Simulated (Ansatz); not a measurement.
**CaSiS3 in R-3c, a phase reached by a soft mode: following an unstable mode**

Wanted: the energy along a soft mode of CaSiS3 in R-3c, a phase reached by a soft mode and the structure at the end.

Method: DFT LDA, scalar-relativistic, plane waves, PAW; PAW set soft_1, in Ansatz 0.2.0.

Most raw output is cut from this account.

The structure was built from a prototype and need not be the compound's stable phase.

## (1) Starting point

It takes space group R-3c (No. 167, trigonal). Conventional cell: a = 6.501 Å, b = 6.501 Å, c = 14.661 Å, α = 90.00°, β = 90.00°, γ = 120.00°. Nearest to Ca lie 9 S at 2.68 to 3.13 Å. Nearest to Si lie 6 S at 2.31 Å. S has 2 Si at 2.31 Å and 3 Ca at 2.68 to 3.13 Å nearest. Farther neighbours and most contacts between anions are not listed.

## (2) Linear response at the zone centre

This phase was reached earlier by freezing in an unstable mode of a structure of higher symmetry and relaxing. Its zone-centre modes can show that it is still unstable.

input.yaml reads:

```yaml
crystal:
  lattice:
    - [3.2503872302, 1.8766119423, 4.8869535632]
    - [-3.2503872302, 1.8766119423, 4.8869535632]
    - [0.0, -3.7532238846, 4.8869535632]
  atoms:
    - { symbol: Ca, position: [0.75, 0.75, 0.75] }
    - { symbol: Ca, position: [0.25, 0.25, 0.25] }
    - { symbol: Si, position: [0.5, 0.5, 0.5] }
    - { symbol: Si, position: [0.0, 0.0, 0.0] }
    - { symbol: S, position: [0.1621770971, 0.75, 0.3378229029] }
    - { symbol: S, position: [0.8378229029, 0.25, 0.6621770971] }
    - { symbol: S, position: [0.3378229029, 0.1621770971, 0.75] }
    - { symbol: S, position: [0.6621770971, 0.8378229029, 0.25] }
    - { symbol: S, position: [0.75, 0.3378229029, 0.1621770971] }
    - { symbol: S, position: [0.25, 0.6621770971, 0.8378229029] }
kpoints:
  mp_grid: { grid: [6, 6, 6] }
hamiltonian:
  xc: lda
  pseudopotentials: { kind: paw, azcp: { folder: soft_1 }, xc_functional: pbe }
scf:
  occupations: { method: fixed }
output:
  eigenvalues: true
phonons:
  method: dfpt
  dielectric: true
  rigid_motions: translations
```

The run is started by

```sh
$ ansatz run input.yaml --threads 4 --pin off --max-ram 16384MiB --backend cpu --events-out ev --progress --plain --runs-dir out
```

Run time: 4.8 min. Hardware: 4 threads of Arm Neoverse V1, shared host; peak memory 3.2 GiB; 19 min of CPU time.

This step gave:

* gap on the k-mesh: 0.5368 eV
* volume per atom: 17.89 Å³
* sum-rule residual before enforcement: 9.87e-5 eV/Å²
* miss of the charge sum rule: 0.009006 e
* estimated error of the dielectric tensor: 0.07654
* estimated error of the Born charges: 0.04126 e
* point group: -3m
* highest optical mode at the zone centre (no LO-TO term): 385.2 cm⁻¹
* lowest optical zone-centre mode: -76.91 cm⁻¹
* mean high-frequency dielectric constant: 12.64
* largest Born charge (third of the trace): 4.635 e
* top of the zone-centre spectrum with the field: 414.8 cm⁻¹

Patterns of degenerate modes are one choice out of their space. Modes at Γ, with each element's share of the kinetic energy (negative means imaginary):

```
mode  frequency (cm⁻¹)  symmetry  Ca %  Si %  S %
   1             -76.9        Eu     4    11   85
   2             -76.9        Eu     4    11   85
   3             -70.2       A2u    53     4   42
   4               0.0  acoustic    24    17   59
   5               0.0  acoustic    24    17   59
   6               0.0  acoustic    24    17   59
   7              37.7       A2g   100     0    0
   8              82.7        Eg    11     0   89
   9              82.7        Eg    11     0   89
  10             126.2       A2u    22    59   19
  11             131.2        Eu    25    59   17
  12             131.2        Eu    25    59   17
  13             132.1       A2g     0     0  100
  14             169.4        Eg    67     0   33
  15             169.4        Eg    67     0   33
  16             241.2       A1g     0     0  100
  17             252.4        Eg     4     0   96
  18             252.4        Eg     4     0   96
  19             265.7        Eu    42    17   41
  20             265.7        Eu    42    17   41
  21             277.3       A2u     0    20   80
  22             291.7       A1u     0     9   91
  23             328.6        Eg    18     0   82
  24             328.6        Eg    18     0   82
  25             363.8       A1u     0    91    9
  26             367.3       A2g     0     0  100
  27             367.4        Eu     2    30   69
  28             367.4        Eu     2    30   69
  29             385.2        Eu     3    67   30
  30             385.2        Eu     3    67   30
```

Displacements in mode 1 (-76.9 cm⁻¹), the largest set to 1:
```
Ca1 -0.04  0.30  0.00
Ca2 -0.04  0.30  0.00
Si3 -0.26  0.52  0.00
Si4  0.12  0.57  0.00
S5   0.43 -0.12 -0.62
S6   0.43 -0.12 -0.62
S7  -0.02 -0.71  1.00
S8  -0.02 -0.71  1.00
S9  -0.30 -0.02 -0.38
S10 -0.30 -0.02 -0.38
```

Displacements in mode 22 (291.7 cm⁻¹), the largest set to 1:
```
Ca1  0.00  0.00  0.00
Ca2  0.00  0.00  0.00
Si3  0.00  0.00 -0.59
Si4  0.00  0.00  0.59
S5  -0.50 -0.87  0.00
S6  -0.50 -0.87  0.00
S7   1.00  0.00  0.00
S8   1.00  0.00  0.00
S9  -0.50  0.87  0.00
S10 -0.50  0.87  0.00
```

Before it was imposed, the acoustic sum rule was missed by 9.9e-5 eV/Å² and the charge sum rule by 0.0090 e. Small misses are needed for a sound result but don't prove that mesh and cutoff are converged. The lowest optical mode is imaginary, 76.9i cm⁻¹, so the energy falls along it.

The log warns of the k mesh: “the force constants stand on the 6×6×6 k-mesh, whose period is 13.03 times the interband length at k = (0.0000, 0.0000, 0.0000), direct gap 0.647 eV, under 14: take them and everything formed from them as unconverged”.

## (3) The mode frozen in, largest atomic shift 0 Å

The mode followed lies at Γ with frequency 76.9i cm⁻¹ and is 2-fold degenerate, the softest among the wavevectors solved. At small amplitude the distorted cell has space group no. 5 by a symmetry search on the positions. The undistorted cell that holds it gives the zero of energy on the same k mesh.

Changes to input.yaml since step 2:

```diff
@@ -22,8 +22,6 @@
 scf:
-  occupations: { method: fixed }
+  occupations: { method: gaussian, width: 0.02 }
 output:
+  forces: true
+  stress: true
   eigenvalues: true
-phonons:
-  method: dfpt
-  dielectric: true
-  rigid_motions: translations
```

Wall time 4.5 s (4 threads); peak memory 0.56 GiB.

Numbers from this step:

```yaml
pressure: 0.003502 GPa
gap_on_the_k_mesh: 0.5369 eV
energy_from_the_undistorted_cell: 0 meV/atom
```

At this level the gap is 0.54 eV on the k-mesh of the self-consistent run, which can miss the band edges.

## (4) The mode frozen in, largest atomic shift 0.22 Å

The atoms are moved along the unstable eigenvector, the largest shift by 0.22 Å, with the cell fixed.

input.yaml, the sections that differ from step 3:

```yaml
crystal:
  lattice:
    - [3.2503872302, 1.8766119423, 4.8869535632]
    - [-3.2503872302, 1.8766119423, 4.8869535632]
    - [0.0, -3.7532238846, 4.8869535632]
  atoms:
    - { symbol: Ca, position: [0.7405754334, 0.75, 0.7594245666] }
    - { symbol: Ca, position: [0.2405754334, 0.25, 0.2594245666] }
    - { symbol: Si, position: [0.4863133469, 0.4929302418, 0.5207564113] }
    - { symbol: Si, position: [-0.0207564113, 0.0070697582, 0.0136866531] }
    - { symbol: S, position: [0.1576144878, 0.75, 0.3423855122] }
    - { symbol: S, position: [0.8332602937, 0.25, 0.6667397063] }
    - { symbol: S, position: [0.3345447924, 0.1634615958, 0.7152913915] }
    - { symbol: S, position: [0.6588989866, 0.8391074017, 0.2152913915] }
    - { symbol: S, position: [0.7847086085, 0.3365384042, 0.1654552076] }
    - { symbol: S, position: [0.2847086085, 0.6608925983, 0.8411010134] }
# kpoints, hamiltonian, scf, output: as in step 3
```

Run time: 15 s. Hardware: 4 threads; peak memory 0.67 GiB.

Numbers from this step:

* pressure: 0.7225 GPa
* gap on the k-mesh: 0.7980 eV
* energy from the undistorted cell: -2.864 meV/atom

The energy, extrapolated to zero smearing, is -2.86 meV/atom against the undistorted cell.

The run ends at a pressure of 0.72 GPa, with forces up to 0.096 eV/Å.

## (5) Energy along the mode, all amplitudes (two of the runs are shown above)

An imaginary frequency means negative curvature, so the energy should fall and then rise again as anharmonic terms take over.

Numbers from this step:

| Property | Result |
| --- | --- |
| depth at the lowest point sampled | 2.864 meV/atom |
| largest atomic shift at that point | 0.22 Å |

Energy from the parent against largest atomic shift:

```
largest atomic shift (Å)  energy from the parent (meV/atom)
                   0.000                                  0
                   0.040                             -0.259
                   0.080                             -0.966
                   0.140                              -2.38
                   0.220                              -2.86
                   0.320                               5.38
```

Displacement at unit largest shift by atom:

```
atom   x (Å)   y (Å)   z (Å)   size
 Ca1  -0.139  -0.241   0.000  0.278
 Ca2  -0.139  -0.241   0.000  0.278
 Si3  -0.098  -0.531   0.000  0.540
 Si4  -0.411  -0.350   0.000  0.540
  S5  -0.067  -0.117   0.000  0.135
  S6  -0.067  -0.117   0.000  0.135
  S7  -0.067   0.575  -0.815  1.000
  S8  -0.067   0.575  -0.815  1.000
  S9   0.532   0.229   0.815  1.000
 S10   0.532   0.229   0.815  1.000
```

The lowest of the steps tried is at 0.22 Å, 2.86 meV/atom below the parent; the bottom of the well need not coincide with a step.

## (6) Relaxation from the frozen mode

Starting from the lowest point found, all atoms and the cell are let go, so that strain and other modes of the same symmetry can join in.

Changes to input.yaml since step 4:

```diff
@@ -22,3 +22,3 @@
 scf:
-  occupations: { method: gaussian, width: 0.02 }
+  occupations: { method: fixed }
 output:
@@ -27 +27,6 @@
   eigenvalues: true
+relax:
+  adjacent_minimum: "off"
+  f_tol: 0.002
+  max_steps: 120
+  cell: { stress_tol: 0.03 }
```

The job ended after 1.8 min (4 threads; peak memory 0.71 GiB).

The steps of the relaxation:

```
step  energy less that of the first step (eV)  largest force component (eV/Å)  pressure (GPa)  volume (Å³)
   1                                   0.0000                          0.0799            0.72       178.85
   2                                  -0.0068                          0.0830           -0.11       180.69
   3                                  -0.0091                          0.0207            0.03       180.34
   4                                  -0.0093                          0.0163            0.02       180.35
   5                                  -0.0095                          0.0069            0.00       180.39
   6                                  -0.0096                          0.0043            0.00       180.40
   7                                  -0.0096                          0.0009            0.00       180.39
  8*                                  -0.0099                          0.0010            0.00       180.39
```

Relaxation steps marked * repeat the geometry before them on a plane-wave basis chosen anew for their cell, so energy and pressure can jump there.

Forces are held to the 2 operations that the run works with; a distortion that breaks them can't arise in this run.

```
     cell as run  before  after  change
           a (Å)   6.162  6.211  +0.8 %
           b (Å)   6.162  6.160  -0.0 %
           c (Å)   6.162  6.211  +0.8 %
           α (°)   63.67  63.35  -0.5 %
           β (°)   63.67  63.27  -0.6 %
           γ (°)   63.67  63.35  -0.5 %
volume (Å³/atom)   17.89  18.04  +0.9 %
```

The atoms that moved most (Å, as changes of fractional coordinates times the final cell):

```
atom      dx      dy      dz  length
 S10  -0.005  -0.010  -0.018   0.021
  S8  -0.007  -0.009   0.018   0.021
  S6  -0.009  -0.016   0.000   0.018
 Ca1   0.009   0.015   0.000   0.018
  S5   0.008   0.014   0.000   0.016
 Ca2  -0.008  -0.014   0.000   0.016
  S7   0.005   0.008  -0.007   0.012
  S9   0.004   0.008   0.007   0.012
```

The relaxed structure:

```cif
data_structure
_symmetry_space_group_name_H-M 'P 1'
_symmetry_Int_Tables_number 1
_cell_length_a 6.2113
_cell_length_b 6.1596
_cell_length_c 6.2113
_cell_angle_alpha 63.346
_cell_angle_beta 63.274
_cell_angle_gamma 63.346
_cell_volume 180.39
loop_
_atom_site_label
_atom_site_type_symbol
_atom_site_fract_x
_atom_site_fract_y
_atom_site_fract_z
_atom_site_occupancy
Ca1 Ca 0.74327 0.75000 0.75673 1
Ca2 Ca 0.23815 0.25000 0.26185 1
Si3 Si 0.48657 0.49291 0.52041 1
Si4 Si 0.97959 0.00709 0.01343 1
S5 S 0.16011 0.75000 0.33989 1
S6 S 0.83050 0.25000 0.66950 1
S7 S 0.33549 0.16294 0.71340 1
S8 S 0.65830 0.84053 0.21813 1
S9 S 0.78660 0.33706 0.16451 1
S10 S 0.28187 0.65947 0.84170 1
```

This step gave:

```
pressure          : 7.71e-4 GPa
gap on the k-mesh : 0.7925 eV
volume per atom   : 18.04 Å³
```

The distorted start has space group C2; the relaxation ends in C2.

## (7) The new phase in its own primitive cell

The relaxed structure is symmetrised, reduced to its primitive cell and relaxed tightly, as its phonons need.

input.yaml reads:

```yaml
crystal:
  lattice:
    - [5.2882104354, -3.2580226166, 0.0]
    - [5.2882104354, 3.2580226166, 0.0]
    - [-3.2455320238, 0.0, 5.2351644649]
  atoms:
    - { symbol: Ca, position: [0.7432708749, 0.2567291251, 0.5] }
    - { symbol: Ca, position: [0.2381530719, 0.7618469281, 0.0] }
    - { symbol: Si, position: [0.9795899392, 0.5134303587, 0.2429074458] }
    - { symbol: Si, position: [0.4865696413, 0.0204100608, 0.7570925542] }
    - { symbol: S, position: [0.1601051446, 0.8398948554, 0.5] }
    - { symbol: S, position: [0.8305007048, 0.1694992952, 0.0] }
    - { symbol: S, position: [0.7866003094, 0.6645133131, 0.9129375935] }
    - { symbol: S, position: [0.281871674, 0.341704467, 0.5905269293] }
    - { symbol: S, position: [0.3354866869, 0.2133996906, 0.0870624065] }
    - { symbol: S, position: [0.658295533, 0.718128326, 0.4094730707] }
kpoints:
  mp_grid: { grid: [6, 6, 6] }
hamiltonian:
  xc: lda
  pseudopotentials: { kind: paw, azcp: { folder: soft_1 }, xc_functional: pbe }
scf:
  occupations: { method: fixed }
output:
  forces: true
  stress: true
  eigenvalues: true
relax:
  adjacent_minimum: "off"
  f_tol: 0.001
  max_steps: 60
  cell: { stress_tol: 0.01 }
```

Wall time 57 s (4 threads); peak memory 0.71 GiB.

Little changed from the start: no atom moved by 0.005 Å and no cell edge by 0.1 %.

Numbers from this step:

* pressure: 4.01e-4 GPa
* gap on the k-mesh: 0.7926 eV
* direct gap on mesh: 0.8911 eV

The largest force component left is 0.71 meV/Å and the pressure is 0.000 GPa, within the tolerances set. The cell now holds 18.04 Å³/atom.

(Part 1 of 2 ends here.)

[Logs are printed without paths, hosts, clocks, repeated set-up lines and the standing remarks that a program may print on its own settings, such as how far it seeks lower states.]

[Hosts, paths, dates, database ids (printed as entryN), source tags and the programs' standing remarks are cut or masked in the printed files.]
